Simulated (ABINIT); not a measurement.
Computed results, one entry a study.

## A GW chain in ABINIT: Sr2FeH6 (Fm-3m)

It takes space group Fm-3m (No. 225, cubic). Conventional cell: a = 7.415 Å, b = 7.415 Å, c = 7.415 Å, α = 90.00°, β = 90.00°, γ = 90.00°. Nearest to Sr lie 12 H at 2.63 Å. Nearest to Fe lie 6 H at 1.61 Å. Nearest to H lie 1 Fe at 1.61 Å and 4 H at 2.28 Å and 4 Sr at 2.63 Å. Farther neighbours, and contacts between anions beyond the nearest, are not listed.

- method: RPA screening on LDA, plane waves, norm-conserving pseudopotentials (and 2 further levels or steps)
- program: ABINIT 10.8.3
- settings: cutoff 39 Ha, PseudoDojo scalar-relativistic 0.4.1 standard, norm-conserving, ngkpt (2, 2, 2), nband 186, ecuteps 6.5 Ha, inclvkb 2, shiftk (0, 0, 0), symchi 1, awtr 1, frequency ppm, 2×2×2 k-mesh
- cost: 4 runs, 3.2 min in all on 4 MPI ranks of Arm Neoverse V1, shared host
- notes: This run has no spin polarisation, although Fe can carry a moment. The program’s warnings: nproc spkpt=  >= nkpt= * nsppol=. The cell and positions are those that the Materials Project relaxed with its own functionals (PBE, PBE+U or r2SCAN), kept fixed. Limits: no spin polarisation; d states lean on the start; no spin-orbit coupling. The 2×2×2 mesh is coarse for this cell, which bears on the long-range parts of exchange and screening. The runs have no spin polarisation. For a closed low-spin shell that is the natural state; where a d or f shell is open it is a constraint, and the gap is then not the crystal’s own.
- LDA gap: 1.01 eV, indirect
- G0W0 gap on the mesh: 2.02 eV
- GW settings: 2×2×2 mesh, 186 bands, screening to 176.9 eV, Godby-Needs plasmon pole
- known limits: short of the basis limit; no spin polarisation; d states lean on the start; no spin-orbit coupling; coarse k mesh

G0W0 moves the gap on the mesh from 1.01 eV to 2.02 eV (+1.01 eV), with Z of 0.72 and 0.77 at the edges. Local fields lower the RPA ε∞ on this mesh from 5.55 to 4.67; a Γ-centred mesh this coarse tends to raise both, most where the direct gap is narrow, while a short band sum lowers them.

[Paths, hosts, dates, memory and timing lines, banners, echoed tables and standing remarks are left out of the program output; an Ansatz launch command may be rebuilt from the run's recorded settings. Measured values are a selection of at most five: reports struck by readers or far from the other reports are left out. None is set beside runs whose start may be inverted or whose files or cutoffs have a known fault.]

[Runs of the session that timed out or met a known fault of the program may be left out.]

[Hosts, paths, dates, database ids (printed as entryN), source tags and the programs' standing remarks are cut or masked in the printed files.]

[G0W0 gaps are taken among the corrected bands and points alone; a level outside them can change the order at an edge.]

[Where Ansatz stands beside ABINIT at settings called matched, ABINIT's density can come from a denser mesh and the files from another edition; pairs whose starting gaps differed by over 0.03 eV were left out, so agreement reads better than it is.]
